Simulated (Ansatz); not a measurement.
## Band gap of GaSi2P (zincblende [110] superlattice) from density functionals to GW

What gap does each level of theory give for GaSi2P (zincblende [110] superlattice), and in what time?

Program: Ansatz 0.2.0. Level of theory: density functionals, hybrids and G0W0, plane waves, PAW. Results are calculated unless marked as measured.

## 1. Starting point

The cell holds 12 atoms: 3 Ga, 3 P and 6 Si. Its edges and angles: a = 3.843 Å, b = 5.429 Å, c = 11.551 Å, α = 90.0°, β = 90.0°, γ = 90.0°. It derives from GaP. Regions: GaP, 6 atoms (3 Ga and 3 P); Si, 6 atoms (6 Si). The structure's axis is c.

The structure was relaxed with PBEsol. The runs that relaxed it are not among those shown.

The logs state that the PAW files were generated under PBE.

## 2. PBEsol on the 6×4×2 mesh

Levels along a band path and on the mesh show where this functional puts the band edges.

This step: DFT, PBEsol, plane waves, PAW; PAW set soft_1.

The input, input.yaml:

```yaml
crystal:
  lattice:
    - [3.843404156, 0.0, 0.0]
    - [0.0, 5.4290093868, -5.64569e-05]
    - [0.0, -0.0001197637, 11.5507987848]
  atoms:
    - { symbol: Ga, position: [0.0, 0.0084371012, 0.0803806764] }
    - { symbol: P, position: [0.5, 0.2643226924, 0.0840269086] }
    - { symbol: Ga, position: [0.5, 0.5239220141, 0.2507303519] }
    - { symbol: P, position: [0.0, 0.7735290135, 0.2507058409] }
    - { symbol: Ga, position: [0.0, 0.0084593226, 0.4210271962] }
    - { symbol: P, position: [0.5, 0.26432075, 0.41742573] }
    - { symbol: Si, position: [0.5, 0.4884272085, 0.5851695215] }
    - { symbol: Si, position: [0.0, 0.7368720631, 0.5835029202] }
    - { symbol: Si, position: [0.0, -0.0219224777, 0.7507067365] }
    - { symbol: Si, position: [0.5, 0.2283423147, 0.7507281947] }
    - { symbol: Si, position: [0.5, 0.4884205659, 0.9162917447] }
    - { symbol: Si, position: [0.0, 0.7368694318, 0.9179016077] }
kpoints:
  mp_grid: { grid: [6, 4, 2] }
  band_path:
    path:
      - [0.0, 0.0, 0.0]
      - [-0.5, 0.0, 0.0]
      - [-0.5, 0.0, 0.5]
      - [0.0, 0.0, 0.5]
      - [0.0, 0.0, 0.0]
      - [0.0, -0.5, 0.5]
      - [-0.5, -0.5, 0.5]
      - [-0.5, 0.0, 0.0]
      - [-0.5, -0.5, 0.0]
      - [0.0, -0.5, 0.0]
      - [0.0, 0.0, 0.0]
    npoints: 10
hamiltonian:
  xc: pbesol
  pseudopotentials: { kind: paw, azcp: { folder: soft_1 }, xc_functional: pbe }
scf:
  occupations: { method: fermi_dirac, width: 0.02 }
  n_extra_bands: 8
output:
  eigenvalues: true
  forces: true
  stress: true
  write_density: true
  write_potential: true
  elf: true
  volumetric_format: npy
```

Launch:

```
ansatz run input.yaml --threads 4 --pin off --max-ram 17510MiB --backend cpu --events-out ev --progress --plain --runs-dir out
```

Numbers of over 12 decimals in the logs are rounded to 6 here.

The program printed:

```text
scf.n_extra_bands = 8 over 39 filled bands (N_el = 78.0): the run solves 47 bands
Engine: ansatz 0.2.0, aarch64-unknown-linux-gnu
Pseudopotentials: kind: paw
Pseudopotential: Ga, paw, valence charge 13, recommended cutoff 420 eV (normal), soft_1/Ga.paw.azcp
Pseudopotential: P, paw, valence charge 5, recommended cutoff 420 eV (normal), soft_1/P.paw.azcp
Pseudopotential: Si, paw, valence charge 4, recommended cutoff 420 eV (normal), soft_1/Si.paw.azcp
Functional definition: PBEsol
  exchange = pbesol_x
  correlation = pbesol_c
Crystal: 12 atoms, lattice volume = 241.018 Å³
Basis set: ecut = 420 eV, 4705 PW (Γ), exchange–correlation on 54×80×160 points (8 copies of the dense FFT grid, shifted against one another)
Bands: 47, of which v1, the nominal top of the filled ones, is band 39 counted from 1 (38 counted from 0)
Symmetry: 2 space group operations
Space group: Pm (ITA 6), of the structure as read, at distance tolerance 6.2e-5 Å
k-points: 24 of 48 (time reversal used)
Non-local potential: Ga, projectors of the file, l = 0: 2, l = 1: 2, l = 2: 3, l = 3: 1
Non-local potential: P, projectors of the file, l = 0: 2, l = 1: 2, l = 2: 1
Non-local potential: Si, projectors of the file, l = 0: 2, l = 1: 2, l = 2: 1
PAW form: soft (Blöchl's): semilocal exchange-correlation on the pseudo side does not see the compensation charge
PAW frozen core: Ga, regenerated for the run's functional, and the local potential with it (the file was generated under x = pbe(κ = 0.804, μ = 0.219515), c = pbe(β = 0.066725))
PAW frozen core: P, regenerated for the run's functional, and the local potential with it (the file was generated under x = pbe(κ = 0.804, μ = 0.219515), c = pbe(β = 0.066725))
PAW frozen core: Si, regenerated for the run's functional, and the local potential with it (the file was generated under x = pbe(κ = 0.804, μ = 0.219515), c = pbe(β = 0.066725))
PAW one-centre angular grid: Ga, 590 points (default); XC on 64 Gauss nodes
PAW one-centre angular grid: P, 110 points (default); XC on 64 Gauss nodes
PAW one-centre angular grid: Si, 110 points (default); XC on 64 Gauss nodes
Initial density: superposition of atomic densities (chi_scale 0.1, normalization cell, long waves kept (reshape's long-wave potential 0.26 eV rms))
Initial wavefunctions: pseudopotential atomic-orbital guess
Functional: x = pbesol(κ = 0.804, μ = 0.123457), c = pbesol(β = 0.046)
SCF iter   1: F=—  HF=-17182.250591 eV  |F-HF|=—  |Δ(HF+E_count)|=         —  Δρ=4.56e-2  dr2=5.82e0  ethr=3.10e-3  ⟨swp⟩=10.3  Hψ=5828  notcnv=0
preconditioner: auto → Resta (q_TF=auto, 2.261 Å⁻¹)  ε∞=4.6  [insulator: Δε(μ)=0.774 eV  Ē_g=11.098 eV  σ=0.020 eV  W_gap=1.00  n_scr=44 (ndim 8)  ℏωp=21.1 eV  f_vac=0.000  D(μ)=0.00/eV (n_scr^D=0)  ε∞_Penn≈4.6]
SCF iter   2: F=—  HF=-17181.175611 eV  |F-HF|=—  |Δ(HF+E_count)|=    1.07e0  Δρ=2.62e-2  dr2=1.44e0  ethr=3.10e-3  ⟨swp⟩=4.5  Hψ=2016  notcnv=0  defer=65
SCF iter   3: F=—  HF=-17180.858533 eV  |F-HF|=—  |Δ(HF+E_count)|=   3.17e-1  Δρ=5.39e-3  dr2=1.08e-1  ethr=1.85e-3  ⟨swp⟩=2.6  Hψ=2100  notcnv=0  defer=65
SCF iter   4: F=—  HF=-17180.820773 eV  |F-HF|=—  |Δ(HF+E_count)|=   3.78e-2  Δρ=2.27e-3  dr2=1.43e-2  ethr=1.39e-4  ⟨swp⟩=4.2  Hψ=2368  notcnv=0  defer=63
SCF iter   5: F=—  HF=-17180.816083 eV  |F-HF|=—  |Δ(HF+E_count)|=   4.69e-3  Δρ=9.20e-4  dr2=2.23e-3  ethr=1.83e-5  ⟨swp⟩=2.3  Hψ=2274  notcnv=0  defer=61
SCF iter   6: F=—  HF=-17180.817824 eV  |F-HF|=—  |Δ(HF+E_count)|=   1.74e-3  Δρ=2.30e-4  dr2=2.16e-4  ethr=2.86e-6  ⟨swp⟩=3.0  Hψ=2074  notcnv=0  defer=61
SCF iter   7: F=—  HF=-17180.817937 eV  |F-HF|=—  |Δ(HF+E_count)|=   1.13e-4  Δρ=4.08e-5  dr2=4.10e-6  ethr=2.77e-7  ⟨swp⟩=2.0  Hψ=1806  notcnv=0  defer=61
SCF iter   8: F=—  HF=-17180.817863 eV  |F-HF|=—  |Δ(HF+E_count)|=   7.41e-5  Δρ=2.84e-5  dr2=1.20e-6  ethr=5.26e-9  ⟨swp⟩=2.3  Hψ=2037  notcnv=0  defer=61
SCF iter   9: F=—  HF=-17180.817862 eV  |F-HF|=—  |Δ(HF+E_count)|=   7.64e-7  Δρ=7.69e-6  dr2=1.00e-7  ethr=1.28e-10  ⟨swp⟩=21.2  Hψ=10906  notcnv=0
SCF iter  10: F=-17180.817862 eV  HF=-17180.817862 eV  |F-HF|=1.90e-9  |Δ(HF+E_count)|=   1.82e-7  Δρ=1.95e-6  dr2=1.44e-8  ethr=1.28e-10  ⟨swp⟩=9.9  Hψ=7539  notcnv=0
SCF 1 converged in 10 iterations: F = -17180.817862 eV  dr2 = 1.44e-8
[...]
NSCF: frozen V_eff on 101 k-points
SCF converged after 10 iterations
Free energy (F): -17180.817862 eV
Harris-Foulkes:  -17180.817862 eV  (|F-HF|=1.90e-9)
Internal energy: -17180.817862 eV  (E = F + TS)
E sigma→0 (E₀):  -17180.817862 eV
Fermi energy:    7.097429 eV
--- Per-component energies (eV) ---
  E_band       = -168.080492
  E_kinetic    = 785.956872
  E_local      = -7233.958057  (includes V_loc(G=0)·N_el)
  E_nonlocal   = -41.394863
  E_hartree    = 4106.752490
  E_xc         = -741.037240
  E_vxc        = -638.918159  (∫ρ·V_xc dr)
  E_paw        = -10471.866375  (= ΣΔE_a)
  E_vpaw       = -1253.266854  (= ΣTr[D̂ρ^β])
  E_aug_tail   = -0.000381  (compensation charges beyond the density's cutoff)
  E_ewald      = -3588.186898
  E_core_change = 2.916590  (= ΣΔE_core)
  E_smearing   = -0.000000  (= −TS)
  E_closure    = 0.000000  (closes the sum)
  Σ components = -17180.817862   (vs F -17180.817862, Δ=0.00e0)
--- Forces (eV/Å), atoms counted from 1 ---
  atom   1  Ga     0.00000000    -0.00663672    -0.00511302
  atom   2  P      0.00000000    -0.00082346     0.00187965
  atom   3  Ga     0.00000000    -0.00038228    -0.00032629
  atom   4  P      0.00000000     0.00937512     0.00039235
  atom   5  Ga     0.00000000    -0.00786345     0.00565039
  atom   6  P      0.00000000     0.00007636    -0.00192950
  atom   7  Si     0.00000000     0.00201231    -0.00445333
  atom   8  Si     0.00000000    -0.00095399    -0.00018597
  atom   9  Si     0.00000000     0.00185243    -0.00014268
  atom  10  Si     0.00000000     0.00255461    -0.00014507
  atom  11  Si     0.00000000     0.00224545     0.00334350
  atom  12  Si     0.00000000    -0.00145310     0.00103072
  max |Σ_I F_I| component: 3.28e-6 eV/Å
--- Stress (GPa, compression-positive) ---
        0.010606       0.000000       0.000000
        0.000000      -0.006075       0.001094
        0.000000       0.001094      -0.017982
  P = ⅓ Tr σ = -0.0045 GPa (-0.045 kbar)
--- Band table (eV; the first three rows and the last of 24) ---
  k-point 0: bands = [... 35 lower, 6.1387, 6.6850, 6.7158, 6.7283, 7.4794, 7.6674, 8.4620, 8.6592, ... 4 higher]
  k-point 1: bands = [... 35 lower, 5.7960, 6.0988, 6.4388, 6.6575, 7.6541, 8.1064, 9.1163, 9.1938, ... 4 higher]
  k-point 2: bands = [... 35 lower, 5.6329, 5.9168, 6.0710, 6.2049, 7.4878, 8.2887, 8.4711, 8.4746, ... 4 higher]
  k-point 23: bands = [... 35 lower, 4.8332, 5.0131, 5.1290, 5.3408, 8.9972, 9.0646, 9.4011, 9.6411, ... 4 higher]
```

Wall time 21 s (4 threads of Arm Neoverse V2, shared host); peak memory 1 GiB; 83 s of CPU time.

Numbers from this step:

- pressure: -0.004483 GPa
- filled bands: 39
- gap: 0.7049 eV
- valence top at: Γ
- conduction bottom at: k = (0.000, -0.150, 0.000)
- least direct gap: 0.7510 eV

Over mesh and path the gap is 0.705 eV, from k = Γ to k = (0.000, -0.150, 0.000). The least direct gap found is 0.751 eV, at k = Γ. On the 6×4×2 mesh alone the same run gives 0.751 eV, so that mesh misses an edge of PBEsol: 0.751 − 0.705 = +0.046 eV.

## 3. PBEsol+SOC on the 6×4×2 mesh

This run has two-component orbitals with spin-orbit coupling.

This step: DFT, PBEsol with spin-orbit coupling, plane waves, PAW; PAW set soft_1.

Edit input.yaml of step 2 so:

```diff
@@ -26,16 +26,17 @@
       - [0.0, 0.0, 0.5]
-      - [0.0, 0.0, 0.0]
       - [0.0, -0.5, 0.5]
       - [-0.5, -0.5, 0.5]
-      - [-0.5, 0.0, 0.0]
       - [-0.5, -0.5, 0.0]
       - [0.0, -0.5, 0.0]
-      - [0.0, 0.0, 0.0]
-    npoints: 10
+      - [0.0, -0.15, 0.0]
+    npoints: 1
 hamiltonian:
   xc: pbesol
-  pseudopotentials: { kind: paw, azcp: { folder: soft_1 }, xc_functional: pbe }
+  pseudopotentials: { kind: paw_fr, azcp: { folder: soft_1 }, xc_functional: pbe }
 scf:
   occupations: { method: fermi_dirac, width: 0.02 }
-  n_extra_bands: 8
+  n_extra_bands: 16
+magnetization:
+  noncollinear: true
+  spin_orbit: true
 output:
```

The program printed:

```text
[...]
non-collinear run that drives no moment, with spin-orbit: no starting moment large enough to seed its density (crystal.atoms[].spin), no starting occupations that ask for one, no magnetisation constraint and no magnetic field, so the semilocal B_xc is pinned to zero
Crystal: 12 atoms, lattice volume = 241.018 Å³
Basis set: ecut = 420 eV, 4705 PW (Γ), exchange–correlation on 54×80×160 points (8 copies of the dense FFT grid, shifted against one another)
Bands: 94, of which v1, the nominal top of the filled ones, is band 78 counted from 1 (77 counted from 0)
Symmetry: 2 space group operations + 2 with time reversal
[...]
k-points: 24 of 48 (time reversal used)
Projection manifold: j_resolved (fully-relativistic pseudo-atomic orbitals)
[...]
atom   8  Si     0.00000000    -0.00023100    -0.00110019
  atom   9  Si     0.00000000     0.00187045    -0.00014150
  atom  10  Si     0.00000000     0.00254580    -0.00014265
  atom  11  Si     0.00000000     0.00227125     0.00342493
  atom  12  Si     0.00000000    -0.00072868     0.00194800
  max |Σ_I F_I| component: 1.03e-5 eV/Å
--- Stress (GPa, compression-positive) ---
        0.002252       0.000000       0.000000
        0.000000      -0.014668       0.001096
        0.000000       0.001096      -0.026718
  P = ⅓ Tr σ = -0.0130 GPa (-0.130 kbar)
--- Band table (eV; the first three rows and the last of 24) ---
  k-point 0: bands = [... 74 lower, 6.7234, 6.7234, 6.7454, 6.7454, 7.4792, 7.4792, 7.6672, 7.6672, ... 12 higher]
  k-point 1: bands = [... 74 lower, 6.4396, 6.4396, 6.6575, 6.6575, 7.6538, 7.6538, 8.1063, 8.1063, ... 12 higher]
  k-point 2: bands = [... 74 lower, 6.0705, 6.0705, 6.2053, 6.2053, 7.4876, 7.4876, 8.2884, 8.2884, ... 12 higher]
  k-point 23: bands = [... 74 lower, 5.1287, 5.1287, 5.3407, 5.3407, 8.9967, 8.9967, 9.0643, 9.0643, ... 12 higher]
[key lines of the parts left out:]
SCF converged after 10 iterations
Magnetization: |M| = 0.0000 μB,  M = (+0.0000, +0.0000, +0.0000) μB
Free energy (F): -17181.068175 eV
Fermi energy:    7.103689 eV
```

Wall time 88 s (4 threads); peak memory 2.5 GiB.

This step gave:

```yaml
pressure: -0.01304 GPa
gap: 0.6876 eV
valence_top_at: Γ
conduction_bottom_at: k = (0.000, -0.150, 0.000)
least_direct_gap: 0.7337 eV
```

Over mesh and listed points the gap is 0.688 eV, from k = Γ to k = (0.000, -0.150, 0.000). The least direct gap found is 0.734 eV, at k = Γ. On the 6×4×2 mesh alone the same run gives 0.734 eV, so that mesh misses an edge of PBEsol+SOC: 0.734 − 0.688 = +0.046 eV. PBEsol+SOC against PBEsol: 0.688 − 0.705 = −0.017 eV, with the same mesh, set of files (read in its fully relativistic form for the spin-orbit run) and cutoff, and both edges at the same k points. The spin-orbit run sees mesh and listed points alone, so its gap is an upper bound: the coupling can move an edge off these points, the more so as this crystal has no centre of inversion, and the change over the zone, its sign included where it is small, is not known.

## 4. HSE06 on the 4×4×2 mesh

HSE06 mixes in a quarter of exact exchange at short range.

This step: DFT, HSE06, plane waves, PAW; PAW set soft_1.

Edit input.yaml of step 3 so:

```diff
@@ -19,3 +19,3 @@
 kpoints:
-  mp_grid: { grid: [6, 4, 2] }
+  mp_grid: { grid: [4, 4, 2] }
   band_path:
@@ -33,17 +33,8 @@
 hamiltonian:
-  xc: pbesol
-  pseudopotentials: { kind: paw_fr, azcp: { folder: soft_1 }, xc_functional: pbe }
+  xc: hse06
+  pseudopotentials: { kind: paw, azcp: { folder: soft_1 } }
 scf:
-  occupations: { method: fermi_dirac, width: 0.02 }
-  n_extra_bands: 16
-magnetization:
-  noncollinear: true
-  spin_orbit: true
+  occupations: { method: fixed }
+  n_extra_bands: 8
 output:
   eigenvalues: true
-  forces: true
-  stress: true
-  write_density: true
-  write_potential: true
-  elf: true
-  volumetric_format: npy
```

The program printed:

```text
[...]
davidson cushion auto → on  (no smearing: the cushion is to keep the highest requested band from converging to the state above it; pin scf.eigensolver.cushion to override)
Crystal: 12 atoms, lattice volume = 241.018 Å³
Basis set: ecut = 420 eV, 4705 PW (Γ)
Bands: 47, of which v1, the nominal top of the filled ones, is band 39 counted from 1 (38 counted from 0)
Symmetry: 2 space group operations
[...]
k-points: 18 of 32 (time reversal used)
[...]
E sigma→0 (E₀):  -17439.098764 eV
Fermi energy:    6.451112 eV
[...]
--- Band table (eV; the first three rows and the last of 18) ---
  k-point 0: bands = [... 35 lower, 5.7738, 6.4002, 6.4019, 6.4511, 7.9000, 8.1108, 8.9588, 9.1740, ... 4 higher]
  k-point 1: bands = [... 35 lower, 5.4899, 5.8239, 6.0859, 6.3436, 8.0942, 8.5767, 9.6226, 9.7822, ... 4 higher]
  k-point 2: bands = [... 35 lower, 5.2274, 5.5376, 5.7279, 5.9182, 7.9092, 8.7803, 8.9892, 8.9931, ... 4 higher]
  k-point 17: bands = [... 35 lower, 4.3900, 4.5915, 4.7214, 4.9591, 9.5060, 9.6220, 9.9558, 10.2377, ... 4 higher]
[key lines of the parts left out:]
Free energy (F): -17439.098764 eV
```

Run time: 2.9 min. Hardware: 4 threads; peak memory 5.4 GiB.

Numbers from this step:

```yaml
gap: 1.399 eV
valence_top_at: Γ
conduction_bottom_at: k = (0.000, -0.150, 0.000)
least_direct_gap: 1.449 eV
exact_exchange_fraction: 0.25
```

Over mesh and listed points the gap is 1.399 eV, from k = Γ to k = (0.000, -0.150, 0.000). The least direct gap found is 1.449 eV, at k = Γ. On the 4×4×2 mesh alone the same run gives 1.437 eV, so that mesh misses an edge of HSE06: 1.437 − 1.399 = +0.038 eV. HSE06 against PBEsol: 1.399 − 0.705 = +0.694 eV. The runs also differ in mesh (6×4×2 and 4×4×2), so how much of this comes from the functional alone is not known.

(Continued in part 2 of 2.)

[Paths, hosts, dates, memory and timing lines, banners, echoed tables and standing remarks are left out of the program output.]

[Logs are printed without paths, hosts, clocks, repeated set-up lines and the standing remarks that a program may print on its own settings, such as how far it seeks lower states.]

[Runs of the session that timed out or met a known fault of the program may be left out.]

[Cells called generated may have been cut or substituted from an entry of the Crystallography Open Database or the Materials Project.]

[Hosts, paths, dates, database ids (printed as entryN), source tags and the programs' standing remarks are cut or masked in the printed files.]

[Where an RPA ε∞ is given, it is that of the G0W0 mesh and is not shown converged in it. Names of k-points follow the symmetry that the program found, which can be lower than the space group named. Band edges on a path are those of the sampled points; other points can move an edge, and change direct to indirect where valleys lie close.]

[Hybrid gaps are those of their k-mesh and are not shown converged in it.]
